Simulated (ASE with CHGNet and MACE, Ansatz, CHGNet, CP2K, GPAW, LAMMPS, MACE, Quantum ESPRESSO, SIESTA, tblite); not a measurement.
**Machine-learned potentials on amorphous 32Ga2O3-68GeO2 (mol %) (69 atoms): settings against a plane-wave reference**

How do the settings of machine-learned potentials change the result for amorphous 32Ga2O3-68GeO2 (mol %) (69 atoms)? A plane-wave run serves as the yardstick.

Calculated with ASE with CHGNet and MACE; the method is named at each step.

## (1) The starting structure

The cell holds 69 atoms: 12 Ga, 13 Ge and 44 O. Its edges and angles: a = 9.780 Å, b = 9.780 Å, c = 9.780 Å, α = 90.0°, β = 90.0°, γ = 90.0°. 69 atoms (12 Fe, 13 Ge, 44 O) placed at random at 4.19 g/cm³, melted at 5000 K for 10 ps at fixed volume with the Morse and Coulomb pair potential with partial charges (Pedone, Malavasi, Menziani, Cormack and Segre, J. Phys. Chem. B 110, 11780 (2006)). Quenched from 5000 K to 300 K at 20 K/ps and fixed volume, held 5 ps, then minimised at fixed cell. Then Fe was replaced by Ga and the cell scaled by 1.006 (the potential has no terms for the new elements, so the cell is a start for a DFT relaxation).

The yardstick, on the same geometry:

```
method                                           : Kohn-Sham DFT, PBE, SSSP efficiency 1.3.0 pseudopotentials, plane waves (Quantum ESPRESSO 7.5); sssp-pbe-1.3.0-efficiency, cutoffs 60/480 Ry, Γ point
r.m.s. force component                           : 0.9849 eV/Å
longest force                                    : 3.194 eV/Å
pressure                                         : 0.6 GPa
gap (highest filled to lowest empty level) : 1.109 eV
time                                             : 4.8 min on 4 MPI ranks of Arm Neoverse V1, shared host
CPU time                                         : 19 min
```

## (2) CHGNet r2SCAN potential

Method: machine-learned interatomic potential CHGNet r2SCAN, trained on r2SCAN plane-wave data.

Input file run.py:

```python
import numpy as np
from ase.io import read
import mlip  # loads the published weights by name

atoms = read("structure.xyz")
atoms.calc = mlip.calc("chgnet-r2scan")
energy = atoms.get_potential_energy()
forces = atoms.get_forces()
print(f"energy {energy:.6f} eV")
print("forces (eV/A)")
for i, (a, f) in enumerate(zip(atoms, forces)):
    print(f"{i:4d} {a.symbol:2s} {f[0]:10.5f} {f[1]:10.5f} {f[2]:10.5f}")
stress = -atoms.get_stress(voigt=False) * 160.21766
print("stress (GPa, compression positive)")
for row in stress:
    print(" ".join(f"{x:10.4f}" for x in row))
```

Input file structure.xyz:

```xyz
69
Lattice="9.77983 0.00000 0.00000 0.00000 9.77983 0.00000 0.00000 0.00000 9.77983" Properties=species:S:1:pos:R:3 pbc="T T T"
Ga 7.30720 2.88016 9.58032
Ga 1.60868 1.31861 9.52438
Ga 8.32889 5.25128 7.32695
Ga 7.19414 1.42893 6.58720
Ga 5.57890 4.68825 1.61631
Ga 6.25792 1.48164 2.57943
Ga 7.27482 8.17154 7.98464
Ga 9.26707 2.60026 2.37660
Ga 3.80641 3.33854 3.66284
Ga 7.80098 9.76389 4.19829
Ga 8.41946 0.25349 0.39491
Ga 0.08127 3.12915 8.23159
Ge 9.16351 5.69411 1.11148
Ge 1.51284 8.34904 0.97818
Ge 1.98863 3.72709 1.19920
Ge 3.03273 0.36449 3.47331
Ge 0.84234 0.71471 6.00129
Ge 6.14154 5.06028 4.96033
Ge 0.77456 4.37970 5.04678
Ge 5.27651 4.87837 8.04538
Ge 3.91545 7.56529 8.49408
Ge 6.69811 7.57614 1.76438
Ge 5.08013 8.21711 5.40766
Ge 9.70179 7.49663 5.54937
Ge 5.08082 0.72107 9.09035
O 7.72920 6.11934 1.96780
O 6.44530 8.97534 2.74432
O 7.87012 3.11556 7.69037
O 7.73272 5.10947 5.49900
O 4.09423 9.17417 4.42283
O 6.25449 1.20664 0.52449
O 8.40733 0.87422 2.40711
O 6.52999 8.95441 6.06369
O 0.97436 8.77231 6.06750
O 5.55533 1.54629 7.68509
O 7.87071 0.24890 8.26278
O 1.70883 3.39644 9.33358
O 6.52559 6.16892 7.94895
O 0.46043 4.44219 1.67969
O 3.52387 4.12552 1.79401
O 8.93006 0.90053 5.65763
O 3.47693 1.05016 9.53485
O 8.81133 7.19453 7.04226
O 7.24558 3.26509 1.78844
O 9.62599 3.30754 4.07838
O 5.61607 6.70603 4.75887
O 3.96954 5.84413 8.54698
O 4.11330 7.83844 6.79992
O 2.40916 3.98411 4.61491
O 4.21139 1.60331 2.94529
O 0.34278 4.26156 6.74945
O 2.62657 8.03892 9.48878
O 0.48635 7.00402 1.14678
O 1.93954 1.05202 4.67339
O 2.28476 9.09974 2.32134
O 0.53173 9.60653 0.29926
[... 9 atom lines left out ...]
O 5.34067 6.60491 1.37896
O 1.01339 1.46101 7.56196
O 8.77026 8.19354 4.29696
O 8.77662 5.00297 9.32409
```

Launch:

```sh
$ OMP_NUM_THREADS=1 python run.py > output.txt
```

The log of the run:

```text
CHGNet vr2scan initialized with 412,525 parameters
CHGNet will run on cpu
energy -701.598206 eV
forces (eV/A)
   0 Ga   -0.07470    0.09077    0.15326
   1 Ga    0.91800    0.14008    0.21383
   2 Ga   -0.85253    0.63519   -0.32236
   3 Ga   -0.06158   -0.48329    0.88897
   4 Ga    0.47469    0.61816   -0.16348
   5 Ga    0.60626    0.04899    0.00262
   6 Ga   -0.12622    0.37523   -0.24176
   7 Ga    0.38211    0.26418    0.13615
   8 Ga   -0.66387    0.24677   -0.44626
   9 Ga    0.22915   -0.20134    0.11891
  10 Ga   -0.40080   -0.30907   -0.40716
  11 Ga   -0.16448   -0.28783   -0.16394
  12 Ge   -0.32984    0.25544   -0.95164
  13 Ge    0.29662   -0.19823   -0.02555
  14 Ge   -0.53133   -0.38053    0.37901
  15 Ge   -0.14522   -0.18306    0.76600
  16 Ge   -0.22301   -0.79378   -0.49672
  17 Ge    0.05637    1.36616    1.59184
  18 Ge   -0.15884   -0.55012   -0.56397
  19 Ge    1.21261    1.30767   -0.89780
  20 Ge    1.05831    0.70026   -0.61567
  21 Ge    0.33151    0.24567   -0.34769
  22 Ge    0.47945   -0.40968    0.85165
  23 Ge   -0.60968    0.72795    0.13908
[...]
61 O    -0.24632   -0.28154   -0.04481
  62 O     0.51847   -0.05358   -0.55976
  63 O     0.65253   -0.99342   -0.56250
  64 O    -1.04679   -1.17142   -0.20030
  65 O    -0.98308   -1.50954    0.07128
  66 O     0.20020    0.91662    1.51670
  67 O    -0.73653    0.45545   -0.88236
  68 O     0.04615   -0.31758   -0.97062
stress (GPa, compression positive)
   -2.2463    -0.4972     0.9765
   -0.4972    -2.5613    -1.4401
    0.9765    -1.4401    -4.7704
```

The job ended after 5.3 s (1 thread of Arm Neoverse V1, shared host; peak memory 1 GiB).

Banners and routine set-up lines are dropped from the logs; longer cuts are marked.

Against the reference:

- r.m.s. force component: 0.7076 eV/Å
- r.m.s. difference of force components: 335.3 meV/Å
- longest difference of force vectors: 1126 meV/Å
- force difference over r.m.s. force: 34.05 %
- slope of forces against the reference's: 0.7001
- correlation of force components: 0.9745
- pressure: -3.193 GPa
- pressure difference: -3.793 GPa

Length of the force difference by element (eV/Å):

```csv
element,atoms,mean,most
Ga,12,0.48,0.94
Ge,13,0.52,1.1
O,44,0.56,1.1
```

A closer look about O37, which bears the longest force: 12 atoms, nearest first, numbered in the order of the input, with positions taken from that point.

```csv
atom,x,y,z,distance (Å),bonds,Fx,Fy,Fz (eV/Å)
O37,0.00,0.00,0.00,0.00,3,-0.33,-0.77,-2.34
Ge15,0.28,0.33,1.65,1.70,4,-0.53,-0.38,0.38
Ga12,-1.63,-0.27,-1.10,1.98,6,-0.16,-0.29,-0.16
Ga2,-0.10,-2.08,0.19,2.09,6,0.92,0.14,0.21
O57,-0.15,-1.25,2.25,2.58,3,-0.73,-1.00,0.16
O39,-1.25,1.05,2.13,2.68,3,-0.63,-0.04,1.10
O67,-0.70,-1.94,-1.77,2.71,3,0.20,0.92,1.52
O62,-2.39,-1.20,0.56,2.73,5,-0.25,-0.28,-0.04
O42,1.77,-2.35,0.20,2.94,2,-1.51,0.27,0.40
O40,1.82,0.73,2.24,2.97,3,2.05,0.53,1.10
O51,-1.37,0.87,-2.58,3.05,3,-0.54,0.12,1.24
O69,-2.71,1.61,-0.01,3.15,3,0.05,-0.32,-0.97
```

Atoms are counted from 1 here, from 0 in the log.

Forces lie 34 % from the reference's, at 0.0039 times its CPU time (on 1 against 4 cores).

## (3) MACE MPA-0 medium potential

Method: machine-learned interatomic potential MACE MPA-0 medium, trained on PBE(+U) plane-wave data.

Edit run.py of step 2 so:

```diff
@@ -5,3 +5,3 @@
 atoms = read("structure.xyz")
-atoms.calc = mlip.calc("chgnet-r2scan")
+atoms.calc = mlip.calc("mace-mpa-0-medium")
 energy = atoms.get_potential_energy()
```

structure.xyz is that of step 2.

The log of the run:

```text
energy -417.109462 eV
forces (eV/A)
   0 Ga   -0.02960    0.18019    0.01923
   1 Ga    1.39347    0.28142    0.15386
   2 Ga   -0.97452    1.02596   -0.25585
   3 Ga   -0.11204   -0.60333    1.07703
   4 Ga    0.65573    1.17135   -0.53956
   5 Ga    0.84989   -0.26175   -0.16780
   6 Ga   -0.21663    0.24800   -0.55884
   7 Ga    0.69598    0.21310    0.27243
   8 Ga   -1.36407    0.61759   -0.09372
   9 Ga    0.60639   -0.78847    0.33694
  10 Ga   -0.52942   -0.44516   -0.43702
  11 Ga   -0.15375   -0.07203   -0.23193
  12 Ge   -0.26955    0.54699   -1.43533
  13 Ge    0.15286   -0.60446    0.33674
  14 Ge   -0.45841   -0.29783    0.27381
  15 Ge   -0.50799   -0.68226    1.02542
  16 Ge   -0.37510   -1.12681   -0.54427
  17 Ge    0.38536    1.92815    2.40303
  18 Ge   -0.18075   -0.57141   -0.69297
  19 Ge    1.50383    1.77604   -1.38782
  20 Ge    1.09879    0.77095   -0.79787
  21 Ge    0.51652    0.43763   -0.12817
  22 Ge    0.53042   -0.39708    0.90175
  23 Ge   -0.91098    1.00846    0.07247
[...]
61 O    -0.29993   -0.48561    0.34921
  62 O     0.91518    0.39322   -0.79615
  63 O     0.42593   -0.73282   -0.25791
  64 O    -1.70612   -1.91380   -0.13679
  65 O    -1.64441   -1.95208   -0.00998
  66 O     0.42002    1.06989    1.75881
  67 O    -0.81432    0.42437   -1.45295
  68 O     0.04778   -0.67497   -1.42846
stress (GPa, compression positive)
    1.7050    -0.8893     1.2983
   -0.8893     2.1989    -2.4215
    1.2983    -2.4215    -1.7694
```

Elapsed: 9.1 s, on 1 thread; peak memory 0.95 GiB.

Against the reference:

| Quantity | Value |
| --- | --- |
| r.m.s. force component | 0.9526 eV/Å |
| r.m.s. difference of force components | 89.09 meV/Å |
| longest difference of force vectors | 329.5 meV/Å |
| force difference over r.m.s. force | 9.045 % |
| slope of forces against the reference's | 0.9636 |
| correlation of force components | 0.9963 |
| pressure | 0.7115 GPa |
| pressure difference | 0.1115 GPa |

Against the first run (34 %), the force difference from the reference is 9.0 %, at 1.9 times the CPU time.

## (4) CHGNet 0.3.0 potential

Method: machine-learned interatomic potential CHGNet 0.3.0, trained on PBE(+U) plane-wave data.

Edit run.py of step 3 so:

```diff
@@ -5,3 +5,3 @@
 atoms = read("structure.xyz")
-atoms.calc = mlip.calc("mace-mpa-0-medium")
+atoms.calc = mlip.calc("chgnet-0.3.0")
 energy = atoms.get_potential_energy()
```

structure.xyz is that of step 3.

The log of the run:

```text
CHGNet v0.3.0 initialized with 412,525 parameters
CHGNet will run on cpu
energy -449.265869 eV
forces (eV/A)
   0 Ga   -0.07605    0.13106    0.06738
   1 Ga    1.25076    0.15374    0.27952
   2 Ga   -1.07711    0.94160   -0.32810
   3 Ga   -0.02283   -0.46385    1.17124
   4 Ga    0.61970    0.85098   -0.42128
   5 Ga    0.55506    0.01028   -0.18925
   6 Ga   -0.33250    0.30445   -0.30635
   7 Ga    0.71466    0.37740    0.08217
   8 Ga   -1.11926    0.27216   -0.35589
   9 Ga    0.39201   -0.49810    0.18026
  10 Ga   -0.58316   -0.43218   -0.35641
  11 Ga   -0.05661   -0.31173   -0.18993
  12 Ge   -0.37508    0.38636   -1.29904
  13 Ge    0.47673   -0.46669    0.14379
  14 Ge   -0.58832   -0.33307    0.46415
  15 Ge   -0.33884   -0.44689    1.01371
  16 Ge   -0.12653   -1.15415   -0.65061
  17 Ge    0.23908    1.86208    2.30012
  18 Ge   -0.13176   -0.60818   -0.81770
  19 Ge    1.38486    1.63369   -1.32354
  20 Ge    1.18228    0.84022   -0.77341
  21 Ge    0.42332    0.29573   -0.22923
  22 Ge    0.42401   -0.58262    1.06253
  23 Ge   -0.66886    0.86435    0.18225
[...]
61 O    -0.16263   -0.38076    0.11417
  62 O     0.79356    0.14698   -0.85192
  63 O     0.61699   -0.92324   -0.48395
  64 O    -1.58504   -1.83248   -0.35747
  65 O    -1.63262   -1.84270    0.03007
  66 O     0.34826    1.21894    2.02690
  67 O    -0.94431    0.44978   -1.36158
  68 O    -0.00011   -0.56471   -1.43613
stress (GPa, compression positive)
    1.9557    -0.6137     1.1278
   -0.6137     2.0387    -1.8756
    1.1278    -1.8756    -0.8631
```

Elapsed: 4 s, on 1 thread; peak memory 1 GiB.

Numbers from this run, and their distance from the reference:

| Quantity | Value |
| --- | --- |
| r.m.s. force component | 0.9529 eV/Å |
| r.m.s. difference of force components | 152.3 meV/Å |
| longest difference of force vectors | 528.2 meV/Å |
| force difference over r.m.s. force | 15.47 % |
| slope of forces against the reference's | 0.956 |
| correlation of force components | 0.9882 |
| pressure | 1.044 GPa |
| pressure difference | 0.4438 GPa |

Against the first run (34 %), the force difference from the reference is 15 %, at 0.89 times the CPU time.

## (5) The ladder

Differences are against the plane-wave reference, forces as r.m.s. over components; share is that over the reference's r.m.s. force, slope the least-squares factor from reference forces to these. Total energies of different programs have different zeros and aren't compared.

```csv
run,"Δ force, r.m.s. (meV/Å)",share (%),slope,Δ pressure (GPa),cores,CPU time,memory (GiB)
reference,-,-,-,-,4,19 min,2.7
CHGNet r2SCAN potential,335,34.0,0.700,-3.79,1,4.5 s,1.0
MACE MPA-0 medium potential,89.1,9.04,0.964,0.112,1,8.7 s,0.95
CHGNet 0.3.0 potential,152,15.5,0.956,0.444,1,4 s,1.0
```

Times of the machine-learned potentials are mostly Python's start and the loading of weights.

CPU time is summed over cores on a shared host, where runs went side by side, so it is rough. Symmetry, cutoffs, thresholds, outputs and thread counts weren't matched or tuned between programs; memory under MPI is the largest rank's times the ranks.

## (6) Results

```
nearest in forces : MACE MPA-0 medium potential, 9.0 %
its CPU time      : 8.7 s
```

**Reading.** Machine-learned potentials differ by 9.0 % (MACE MPA-0 medium potential) to 34 % (CHGNet r2SCAN potential); they were trained on other programs' data, some at another functional. The reference's pressure holds the uncorrected Pulay stress of its 60 Ry basis, so small pressure differences, and their order, may be the reference's own error. Machine-learned potentials mimic data converged in k, so the reference's own k-point error enters their differences. The quench rate of 20 K/ps is many orders above laboratory rates, so the cell is likely richer in defects and strain than a real sample. The network of bonds at the start is that of the classical potential that made the cell, and needn't be the one that DFT or experiment would give. The reference's stress is far from hydrostatic: its diagonal is 1.6, 2.1, -1.8 GPa, compression counted positive. The electronic-structure runs sample only Γ, in a cell whose shortest periodic width is 10 Å.

[Long decimals in the printed logs are rounded to 6 places.]

[Also dropped from logs without a mark: lines with file paths, logging warnings of Python, QE's lines on negative density and diagonalisation, SIESTA's first energy breakdown, zero terms and Voronoi charges.]

[Logs are printed without paths, hosts, clocks, repeated set-up lines and the standing remarks that a program may print on its own settings, such as how far it seeks lower states.]

[Hosts, paths, dates, database ids (printed as entryN), source tags and the programs' standing remarks are cut or masked in the printed files.]

[Most failed runs of this program on this cell are left out, timed-out ones always.]
